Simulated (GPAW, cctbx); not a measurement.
## How far are the atoms of Zr3TaC4 from free atoms?

Question: by how much does bonding change the structure factors of Zr3TaC4?

The cell is our own: ordered rocksalt alloy in the eight-atom cube, 1 of 4 Zr sites given to Ta. All numbers below are calculated.

**1. Relax the structure**

The density hangs on the geometry, so cell and atoms are relaxed first, with the symmetry held. The cutoff is set higher than for the density because stress converges slowly with plane waves.

Settings: GPAW 26.7.0, PBE, 650 eV, 5×5×5 k-points, Fermi–Dirac width 0.1 eV, BFGS to 0.02 eV/Å.

```text
cell
1.0
     4.652500000    0.000000000    0.000000000
     0.000000000    4.652500000    0.000000000
     0.000000000    0.000000000    4.652500000
Ta C Zr
1 4 3
Direct
0.000000000 0.000000000 0.000000000
0.500000000 0.000000000 0.000000000
0.500000000 0.500000000 0.500000000
0.000000000 0.000000000 0.500000000
0.000000000 0.500000000 0.000000000
0.000000000 0.500000000 0.500000000
0.500000000 0.000000000 0.500000000
0.500000000 0.500000000 0.000000000
```

```console
$ OMP_NUM_THREADS=1 mpirun -n 4 gpaw python run.py > gpaw.log
```

```text
BFGS:    0      -75.527931        0.174133
BFGS:    1      -75.529165        0.156374
BFGS:    2      -75.533677        0.000054
cell  4.6383 4.6383 4.6383  90.00 90.00 90.00
volume 99.790 A^3, largest force 0.000 eV/A, largest stress 0.00 GPa
```

After 2 steps the volume has changed by -0.9 % and the energy by -0.006 eV; the largest stress left is 0.00 GPa. It took 2.6 min on 4 cores of Arm Neoverse N1 (shared host), peak memory 0.87 GiB.

Relaxed structure: Pm-3m (no. 221), a = 4.6383 Å, b = 4.6383 Å, c = 4.6383 Å, α = 90.00°, β = 90.00°, γ = 90.00°.

| atom | mult. | x | y | z |
| --- | --- | --- | --- | --- |
| Ta1 | 1 | 0 | 0 | 0 |
| Zr1 | 3 | 0 | 1/2 | 1/2 |
| C1 | 3 | 1/2 | 0 | 0 |
| C2 | 1 | 1/2 | 1/2 | 1/2 |

**2. The all-electron density**

X-rays see the whole electron density, so the PAW density is rebuilt with its core regions. Subtracting spherical free atoms from the same code cancels the cores and leaves the deformation density Δρ, the part due to bonding.

Settings: PBE, 600 eV, 7×7×7 k-points, Fermi–Dirac width 0.1 eV; primitive cell of 8 atoms.

```console
$ OMP_NUM_THREADS=1 mpirun -n 4 gpaw python run.py > gpaw.log
```

```text
|iter:   1|       0s |  -83.869146 | +0.29 |       |
|iter:   2|       6s |  -81.211563 | -0.79 | -0.81 |
|iter:   3|      12s |  -75.573087 | +0.15 | -0.88 |
...
|iter:  14|      50s |  -75.574982c| -6.80 | -6.01c|
|iter:  15|      52s |  -75.574982c| -7.05 | -6.35c|
|iter:  16|      55s |  -75.574982c| -7.53c| -6.38c|
```

```text
grid (54, 54, 54)  electrons 217.000  moved by bonding 2.121 e
deformation density beyond 0.5 A of the nuclei: max 0.102, min -0.114 e/A^3
atom        x       y       z   Voronoi charge  moment
Ta1    0.0000  0.0000  0.0000      0.601       0.00
Zr2    0.0000  0.5000  0.5000      0.424       0.00
Zr3    0.5000  0.0000  0.5000      0.424       0.00
Zr4    0.5000  0.5000  0.0000      0.424       0.00
C 5    0.5000  0.0000  0.0000     -0.457       0.00
C 6    0.5000  0.5000  0.5000     -0.502       0.00
C 7    0.0000  0.0000  0.5000     -0.457       0.00
C 8    0.0000  0.5000  0.0000     -0.457       0.00
mean inner potential of superposed free atoms 27.762 V
total magnetic moment 0.000 muB
```

Deformation density in a plane through the shortest contact of the Ta atom at the origin, in 0.01 e/Å³ (clipped at ±99); x from -1.6 to 3.9 Å, y from 2.4 down to -2.4 Å:

```text
  3   3   9   6   .   .   8   8   2   3   .   .   1   2   6   9
 -2   1   8   7   .   .   9   6  -1  -3   .   .  -5  -2   4   9
 -7  -2   4   8  10  10   7   2  -4  -7   0   2  -6  -6   1   6
 -1  -1  -1   2   4   4   1  -1  -2  -1   3   3   0  -2  -1   0
  5   0  -6  -8  -4  -5  -9  -4   2   6   9   9   7   3  -2  -8
  9   3  -7  -6   .  -3  -7  -4   6   9   6   .   8   8  -1  -8
 10   5  -3  -1   .   .  -1  -2   8   8   .   .   6  10   1  -2
  9   3  -7  -6   .  -3  -7  -4   6   9   6   .   8   8  -1  -8
  5   0  -6  -8  -4  -5  -9  -4   2   6   9   9   7   3  -2  -8
 -1  -1  -1   2   4   4   1  -1  -2  -1   3   3   0  -2  -1   0
 -7  -2   4   8  10  10   7   2  -4  -7   0   2  -6  -6   1   6
 -2   1   8   7   .   .   9   6  -1  -3   .   .  -5  -2   4   9
  3   3   9   6   .   .   8   8   2   3   .   .   1   2   6   9
```

Atoms in or within 0.15 Å of the plane: Ta (0.0, 0.0), Zr (2.3, 2.3), Zr (2.3, -2.3), C (2.3, 0.0), C (0.0, 2.3), C (0.0, -2.3) Å. Dots mark points within about 0.45 Å of a nucleus; large values next to them are atomic features.

C gains most (-0.47 e) and Ta loses most (+0.60 e), in averages over each element's sites; C is the most electronegative element, but the order of the others doesn't follow electronegativity. Such charges fall far short of formal ones, since overlapping free atoms already put density on their neighbours. Along the shortest contact from the Ta atom at the map's origin, Ta–C at 2.32 Å, Δρ is +0.03 e/Å³ at the midpoint and highest, +0.10, 1.54 Å from Ta (points within 0.5 Å of a nucleus left out): little sits at the middle, as in a polar contact, whose build-up shifts to the more electronegative atom. At the midpoints of other shortest contacts it is +0.05 (Zr–C, 2.32 Å) and -0.01 (Ta–Zr, 3.28 Å) e/Å³. Point values carry grid noise of about 0.01 e/Å³. The run needed 16 iterations, 88 s.

**3. Structure factors**

The Fourier components of Δρ, added to those of the free atoms, give the static X-ray structure factors; the Mott–Bethe relation turns them into the Fourier components V of the potential that fast electrons feel.

```text
static structure factors of the conventional cell: F in electrons, V (Mott-Bethe) in volts
   h  k  l      d  |F| table  |F| free   |F| DFT   change   |V| free  |V| DFT  change %
   0  1  0  4.6383    32.307    32.244    32.073   -0.171     0.747    0.916     22.7
   0  1  1  3.2798    31.414    31.371    31.303   -0.068     0.805    0.838      4.2
   1  1  1  2.6779   143.529   143.434   141.987   -1.446     8.421    8.898      5.7
   0  2  0  2.3192   165.978   165.820   166.476    0.657    12.644   12.482     -1.3
   0  2  1  2.0743    29.269    29.191    29.149   -0.042     0.753    0.761      1.1
   1  2  1  1.8936    28.683    28.582    28.558   -0.024     0.728    0.732      0.6
   0  2  2  1.6399   145.089   145.026   145.003   -0.023     8.891    8.893      0.0
   1  2  2  1.5461    27.086    26.958    26.971    0.013     0.663    0.662     -0.2
   0  3  0  1.5461    27.086    26.958    26.950   -0.008     0.663    0.664      0.1
   0  3  1  1.4668    26.591    26.466    26.477    0.011     0.646    0.645     -0.2
   1  3  1  1.3985   117.459   117.456   117.833    0.376     4.630    4.597     -0.7
   2  2  2  1.3390   131.611   131.696   131.494   -0.202     7.025    7.041      0.2
   0  3  2  1.2864    25.208    25.107    25.131    0.023     0.600    0.598     -0.3
   1  3  2  1.2396    24.780    24.689    24.716    0.027     0.587    0.585     -0.3
```

The largest X-ray change is -1.45 e on 111, 1.0 % of |F|. For electrons V goes as (Z − F)/g², so a change of F counts against Z − F, which is small at low angle and wherever the atoms' terms cancel: |V| of 010 moves by +22.7 % (0.75 to 0.92 V) against -0.5 % in |F|. The tabulated Hartree–Fock atoms differ from the free DFT atoms by up to 0.16 e, so the choice of reference atom matters too.

**4. Answer**

Bonding moves 2.12 e in the primitive cell of Zr3TaC4 and changes the structure factors of the conventional cell in the table above by at most 1.45 e (111, 1.0 %). The shortest bond, Ta–C, has Δρ = +0.03 e/Å³ at its midpoint, low for a shared bond; with the charge transfer this is a polar contact. Limits: static density, frozen cores, no spin–orbit coupling.

[Outputs are excerpts: Python notices, other lines and further rows are left out; steps that failed or that the build refused (PBEsol, TPSS) are not shown.]

[Logs are printed without paths, hosts, clocks, repeated set-up lines and the standing remarks that a program may print on its own settings, such as how far it seeks lower states.]
